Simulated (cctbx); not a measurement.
## Symmetry from intensities

Cell: a = 7.3410 Å, b = 11.0740 Å, c = 5.4310 Å, α = 90.00°, β = 124.07°, γ = 90.00°. Expected content of the cell: Bi4 Eu4 F16.

The data are simulated with cctbx, not measured: Ag Kα, λ = 0.56087 Å, to d = 0.77 Å, 95 % of the full sphere, strongest reflection 70000 counts, noise from counting, a 4 % proportional error and a noise floor of 2 counts (s.d.); no absorption.

Tests on the unmerged data give:

```text
3195 reflections to d = 0.770 A
centring   violations  <I/sigma> of those
    A        739 of  1606      9.9
    B        739 of  1623      9.8
    C          0 of  1603      0.0
    I        710 of  1601      8.8
    R       1021 of  2145     10.3
    F        739 of  2416      6.6
Laue class    unique    Rint  (classes that these axes allow; Friedel mates merged)
C 1 2/m 1         443   0.029
space group    extra absences  I>4sigma  <I/sigma>
C 1 2 1                 0          0         -  acentric
C 1 m 1                 0          0         -  acentric
C 1 c 1                40          0       0.2  acentric
C 1 n 1                40          0       0.2  acentric
C 1 2/m 1               0          0         -  centric
C 1 2/c 1              40          0       0.2  centric
C 1 2/n 1              40          0       0.2  centric
Wilson B = 0.87 A^2   <|E^2-1|> = 0.878 (0.968 centric, 0.736 acentric)   E^2>4: 0.5 %
shell (A)         n   <I/sigma>
 5.54 - 1.53     59     35.5
 1.53 - 1.22     54     36.1
 1.22 - 1.07     56     36.5
 1.07 - 0.97     53     34.4
 0.97 - 0.90     53     34.6
 0.90 - 0.85     62     34.3
 0.85 - 0.81     53     35.0
 0.81 - 0.77     53     34.5
```

**Question.** What are the lattice type, the Laue class and the likely space group?

The reflections that C centring forbids are absent (⟨I/σ⟩ near 0), so the lattice is C.

Only C 1 2/m 1 fits these axes (Rint 0.029); a search for a hidden higher lattice was not made.

7 settings pass the absence test. The most absences obeyed, 40, belong to C 1 c 1, C 1 n 1, C 1 2/c 1 and C 1 2/n 1, which absences can't tell apart.

⟨|E²−1|⟩ = 0.878 lies between the two ideal values. The Wilson B of 0.87 Å² means U ≈ 0.0110 Å².

The true group is C2/c (no. 15), Laue class 2/m, centrosymmetric. The tables only narrow the choice to the tied entries; cell content, site symmetry and trial solutions must settle it.

The model is made up (kin elements in a known structure type, no relaxation), so it says nothing on whether the phase exists.

[Logs are printed without paths, hosts, clocks, repeated set-up lines and the standing remarks that a program may print on its own settings, such as how far it seeks lower states.]
